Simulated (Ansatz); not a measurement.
# TaTc (Pm-3m): phonons along a line and the smearing, part 2 of 2

Aim: see how the phonons of TaTc (Pm-3m) along the first symmetry line respond to the electronic smearing.

Ansatz 0.2.0; DFT PBEsol, scalar-relativistic, plane waves, PAW.

So far. Step 2 (Relaxation): The largest force is now zero by symmetry and the largest stress component 0.0066 GPa, small enough for phonons. Step 4 (Phonons along a line: Fermi–Dirac smearing of 0.25 eV): Against step 3 (now smearing width 0.25 eV), the free energy moves by -29.7 meV an atom. The relaxed cell has a = 3.152 Å (conventional setting).

**5. Wavevectors along a line: Fermi–Dirac smearing of 0.04 eV**

The smearing blurs the Fermi surface that screens the phonons; a Fermi–Dirac width is an electronic temperature.

input.yaml

```yaml
crystal:
  lattice:
    - [3.1523408377, 0.0, 0.0]
    - [0.0, 3.1523408377, 0.0]
    - [0.0, 0.0, 3.1523408377]
  atoms:
    - { symbol: Ta, position: [0.0, 0.0, 0.0] }
    - { symbol: Tc, position: [0.5, 0.5, 0.5] }
kpoints:
  mp_grid: { grid: [16, 16, 16] }
hamiltonian:
  xc: pbesol
scf:
  occupations: { method: fermi_dirac, width: 0.04 }
output:
  eigenvalues: true
phonons:
  method: dfpt
  qpoints:
    - [0, 0, 0]
    - [0.0, 0.0625, 0.0]
    - [0.0, 0.1875, 0.0]
    - [0.0, 0.3125, 0.0]
    - [0.0, 0.4375, 0.0]
  masses: [{ species: Tc, mass: 97.907 }]
```

Narrower smearing comes nearer the zero-temperature value but asks more of the mesh.

On the command line:

```
> ansatz run input.yaml --threads 4 --pin off --max-ram 8192MiB --backend cpu --events-out ev --progress --plain --runs-dir out
```

Numbers of over 12 decimals in the logs are rounded to 6 here.

The log of the run:

```text
[...]
Crystal: 2 atoms, lattice volume = 31.326 Å³
Basis set: ecut = 500 eV, 799 PW (Γ), exchange–correlation on 48×48×48 points (8 copies of the dense FFT grid, shifted against one another)
Bands: 18, of which v1, the nominal top of the filled ones, is band 14 counted from 1 (13 counted from 0)
Symmetry: 48 space group operations
k-points: 165 of 4096
[...]
SCF iter   1: F=—  HF=-15145.516961 eV  |F-HF|=—  |Δ(HF+E_count)|=         —  Δρ=6.87e-2  dr2=1.01e0  ethr=3.10e-3  ⟨swp⟩=5.6  Hψ=12445  notcnv=0
[...]
SCF iter   8: F=-15145.158334 eV  HF=-15145.158334 eV  |F-HF|=5.46e-12  |Δ(HF+E_count)|=  3.82e-11  Δρ=5.98e-8  dr2=1.73e-12  ethr=1.00e-12  ⟨swp⟩=5.9  Hψ=12679  notcnv=0
SCF 1 converged in 8 iterations: F = -15145.158334 eV  dr2 = 1.73e-12
[...]
SCF converged after 8 iterations
Free energy (F): -15145.158334 eV
[...]
Internal energy: -15145.155568 eV  (E = F + TS)
E sigma→0 (E₀):  -15145.156951 eV
Entropy (-TS):   -0.002766 eV (-1.383 meV/atom)
Fermi energy:    21.414187 eV
[...]
--- Band table (eV; the first three rows and the last of 165) ---
  k-point 0: bands = [... 10 lower, 15.9331, 20.0842, 20.0842, 20.0842, 23.4983, 23.4983, 26.5846, 26.5846]
  k-point 1: bands = [... 10 lower, 16.0088, 20.0749, 20.0749, 20.1194, 23.3725, 23.5415, 26.2166, 26.2166]
  k-point 2: bands = [... 10 lower, 16.2260, 20.0523, 20.0523, 20.2237, 23.0158, 23.6648, 25.4303, 25.4303]
  k-point 164: bands = [... 10 lower, 18.5204, 19.0764, 19.0764, 19.0764, 22.7682, 22.7682, 26.3685, 26.3685]
[...]
ASR residual: 9.926e-5 → 0.000e0 eV/Å²; symmetrization residual: 1.818e-6 eV/Å²
  ASR residual per site (eV/Å²): 9.93e-5 4.12e-5
  Γ frequencies (cm⁻¹): 0.00 0.00 0.00 191.73 191.73 191.73
[...]
--- Phonons (arbitrary-q DFPT): 5 explicit q-points ---
[...]
```

Run time: 4.4 min. Hardware: 4 threads of Arm Neoverse V1, shared host; peak memory 2.2 GiB.

Each wavevector solved by linear response. The frequency by |q| along the line:

| \|q\| along the line (Å⁻¹) | mode 1 = mode 2 (cm⁻¹) | mode 3 (cm⁻¹) | mode 4 (cm⁻¹) | mode 5 (cm⁻¹) | mode 6 (cm⁻¹) |
| --- | --- | --- | --- | --- | --- |
| 0.000 | 0 | 0 | 192 | 192 | 192 |
| 0.125 | 18.2 | 39.1 | 192 | 192 | 202 |
| 0.374 | 53.3 | 112 | 191 | 191 | 231 |
| 0.623 | 86.2 | 171 | 184 | 184 | 247 |
| 0.872 | 105 | 185 | 185 | 210 | 252 |

Against step 3 (now smearing width 0.04 eV), the free energy moves by +3.7 meV an atom.

**6. Phonons along a line: Methfessel–Paxton smearing of 0.2 eV**

Each wavevector is solved by itself, so no interpolation smooths a dip of the branch.

Edit input.yaml of step 5 so:

```diff
@@ -13,3 +13,3 @@
 scf:
-  occupations: { method: fermi_dirac, width: 0.04 }
+  occupations: { method: methfessel_paxton, width: 0.2 }
 output:
```

The log of the run:

```text
[...]
Crystal: 2 atoms, lattice volume = 31.326 Å³
Basis set: ecut = 500 eV, 799 PW (Γ), exchange–correlation on 48×48×48 points (8 copies of the dense FFT grid, shifted against one another)
Bands: 18, of which v1, the nominal top of the filled ones, is band 14 counted from 1 (13 counted from 0)
Symmetry: 48 space group operations
k-points: 165 of 4096
[...]
SCF iter   1: F=—  HF=-15145.515868 eV  |F-HF|=—  |Δ(HF+E_count)|=         —  Δρ=6.88e-2  dr2=1.01e0  ethr=3.10e-3  ⟨swp⟩=5.0  Hψ=12230  notcnv=0
[...]
SCF iter   8: F=-15145.157033 eV  HF=-15145.157033 eV  |F-HF|=3.64e-12  |Δ(HF+E_count)|=  4.73e-11  S|Δr|=    0.00e0  Δρ=5.44e-8  dr2=1.16e-12  ethr=1.00e-12  ⟨swp⟩=6.0  Hψ=13264  notcnv=0
SCF 1 converged in 8 iterations: F = -15145.157033 eV  dr2 = 1.16e-12
[...]
SCF converged after 8 iterations
Stability not checked: this state was not tested for a lower state beside it, because cold or Methfessel-Paxton smearing, or corrected tetrahedra, fill the levels in a way that the test cannot read (fill_not_monotonic; see scf.lower_state_search)
Free energy (F): -15145.157033 eV
[...]
Internal energy: -15145.156352 eV  (E = F + TS)
E sigma→0 (E₀):  -15145.156863 eV
Entropy (-TS):   -0.000681 eV (-0.341 meV/atom)
Fermi energy:    21.407693 eV
[...]
--- Band table (eV; the first three rows and the last of 165) ---
  k-point 0: bands = [... 10 lower, 15.9332, 20.0844, 20.0844, 20.0844, 23.4984, 23.4984, 26.5847, 26.5847]
  k-point 1: bands = [... 10 lower, 16.0089, 20.0752, 20.0752, 20.1197, 23.3726, 23.5416, 26.2167, 26.2167]
  k-point 2: bands = [... 10 lower, 16.2261, 20.0526, 20.0526, 20.2240, 23.0159, 23.6649, 25.4304, 25.4304]
  k-point 164: bands = [... 10 lower, 18.5206, 19.0764, 19.0764, 19.0764, 22.7686, 22.7686, 26.3684, 26.3684]
[...]
ASR residual: 5.636e-5 → 0.000e0 eV/Å²; symmetrization residual: 9.835e-7 eV/Å²
  ASR residual per site (eV/Å²): 5.64e-5 9.37e-6
  Γ frequencies (cm⁻¹): 0.00 0.00 0.00 192.03 192.03 192.03
[...]
--- Phonons (arbitrary-q DFPT): 5 explicit q-points ---
[...]
```

The job ended after 4.5 min (4 threads; peak memory 2.3 GiB).

Each wavevector solved by linear response. Frequency against |q| along the line:

| \|q\| along the line (Å⁻¹) | mode 1 = mode 2 (cm⁻¹) | mode 3 (cm⁻¹) | mode 4 (cm⁻¹) | mode 5 (cm⁻¹) | mode 6 (cm⁻¹) |
| --- | --- | --- | --- | --- | --- |
| 0.000 | 0 | 0 | 192 | 192 | 192 |
| 0.125 | 18.2 | 39.2 | 192 | 192 | 203 |
| 0.374 | 53.4 | 112 | 191 | 191 | 232 |
| 0.623 | 86.2 | 171 | 185 | 185 | 248 |
| 0.872 | 105 | 185 | 185 | 210 | 253 |

Against step 3 (now occupations Methfessel-Paxton and smearing width 0.2 eV), the free energy moves by +4.3 meV an atom.

**7. The lowest branch at each setting**

The lowest frequency by |q| along the line:

| \|q\| along the line (Å⁻¹) | fermi dirac 0.1 eV, k 16x16x16 (cm⁻¹) | fermi dirac 0.25 eV, k 16x16x16 (cm⁻¹) | fermi dirac 0.04 eV, k 16x16x16 (cm⁻¹) | methfessel paxton 0.2 eV, k 16x16x16 (cm⁻¹) |
| --- | --- | --- | --- | --- |
| 0.000 | 0 | 0 | 0 | 0 |
| 0.125 | 18.2 | 18.1 | 18.2 | 18.2 |
| 0.374 | 53.5 | 53.2 | 53.3 | 53.4 |
| 0.623 | 86.0 | 85.0 | 86.2 | 86.2 |
| 0.872 | 105 | 104 | 105 | 105 |

**8. Outcome**

```
phonon run of the rows without a label of their own              : PBEsol, k 16×16×16
lowest branch at the last solved point, Fermi–Dirac 0.1 eV       : 105 cm⁻¹ at |q| = 0.872 Å⁻¹
lowest branch at the last solved point, Fermi–Dirac 0.25 eV      : 104 cm⁻¹ at |q| = 0.872 Å⁻¹
lowest branch at the last solved point, Fermi–Dirac 0.04 eV      : 105 cm⁻¹ at |q| = 0.872 Å⁻¹
lowest branch at the last solved point, Methfessel–Paxton 0.2 eV : 105 cm⁻¹ at |q| = 0.872 Å⁻¹
```

In words: No branch softens by more than 4 % of the top frequency as the smearing narrows, so no anomaly that hangs on the smearing shows at these points. The line holds 5 wavevectors, so a narrow dip between them would be missed. Between Fermi–Dirac 0.25 eV and Fermi–Dirac 0.04 eV the largest change, with modes counted by rank of frequency, is in mode 6 at |q| = 0.623 Å⁻¹, from 237 to 247 cm⁻¹. Where branches cross, a count by rank can hide a softening. At the narrowest width the k mesh may not resolve the Fermi surface, so part of the change can be mesh noise. Spin–orbit coupling, left out here, matters for Ta.

[Logs are printed without paths, hosts, clocks, repeated set-up lines and the standing remarks that a program may print on its own settings, such as how far it seeks lower states.]

[Hosts, paths, dates, database ids (printed as entryN), source tags and the programs' standing remarks are cut or masked in the printed files.]
